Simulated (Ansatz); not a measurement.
**Mo (Im-3m): Drude plasma energy against volume**

The cell of Mo (Im-3m) is scaled evenly and the response computed anew at each volume, on one mesh.

Cell: a, b, c = 2.725, 2.725, 2.725 Å (primitive vectors), 1 atoms.

Method: Ansatz 0.2.0, PBE, independent particles, k-mesh 20×20×20 with interpolation inside its cells, Gaussian parameter 0.1 eV.

Launch of the response step: `ansatz run input.yaml --threads 4 --pin off --max-ram 8192MiB --backend cpu --events-out ev --progress --plain --runs-dir out`. The series took 74 s in all, on 4 threads of Intel(R) Xeon(R) Platinum 8488C (Sapphire Rapids) (shared host).

```
V/V₀  V (Å³, primitive cell)  Drude plasma energy (eV)
0.94                   14.65                     9.365
0.96                   14.96                     9.126
0.98                   15.27                     8.900
1.00                   15.58                     8.687
1.02                   15.89                     8.484
1.04                   16.20                     8.293
1.06                   16.52                         ?
```

For small changes the quantity should be close to linear in ln V.

Working, on the rows shown:

| x = ln(V/V₀) | y = Drude plasma energy |
| --- | --- |
| -0.0618754 | 9.365 |
| -0.040822 | 9.126 |
| -0.0202027 | 8.9 |
| 0 | 8.687 |
| 0.0198026 | 8.484 |
| 0.0392207 | 8.293 |

Means: x̄ = -0.010646, ȳ = 8.8092. Σ(x − x̄)(y − ȳ) = -0.07584, Σ(x − x̄)² = 0.007154. Slope = -0.07584 / 0.007154 = -10.6; intercept = ȳ − slope · x̄ = 8.6963. The line misses the rows shown by at most 0.013 eV.

Fill in the last column of the withheld row.

At x = 0.058269 the line gives y = 8.0785 eV. The run gave 8.112 eV, so the extrapolation is off by 0.034 eV, 3 % of the range in the table.

Between the rows on either side of x = 0 the slope is (8.484 − 8.9) / (0.019803 − (-0.020203)) = -10.4. So d ln ωp/d ln V = -1.20; free electrons would give −0.50. The values come from a sum over the points of one k-mesh and carry its error, which is largest for Fermi-surface quantities. Spin-orbit coupling is left out.

[Logs are printed without paths, hosts, clocks, repeated set-up lines and the standing remarks that a program may print on its own settings, such as how far it seeks lower states.]
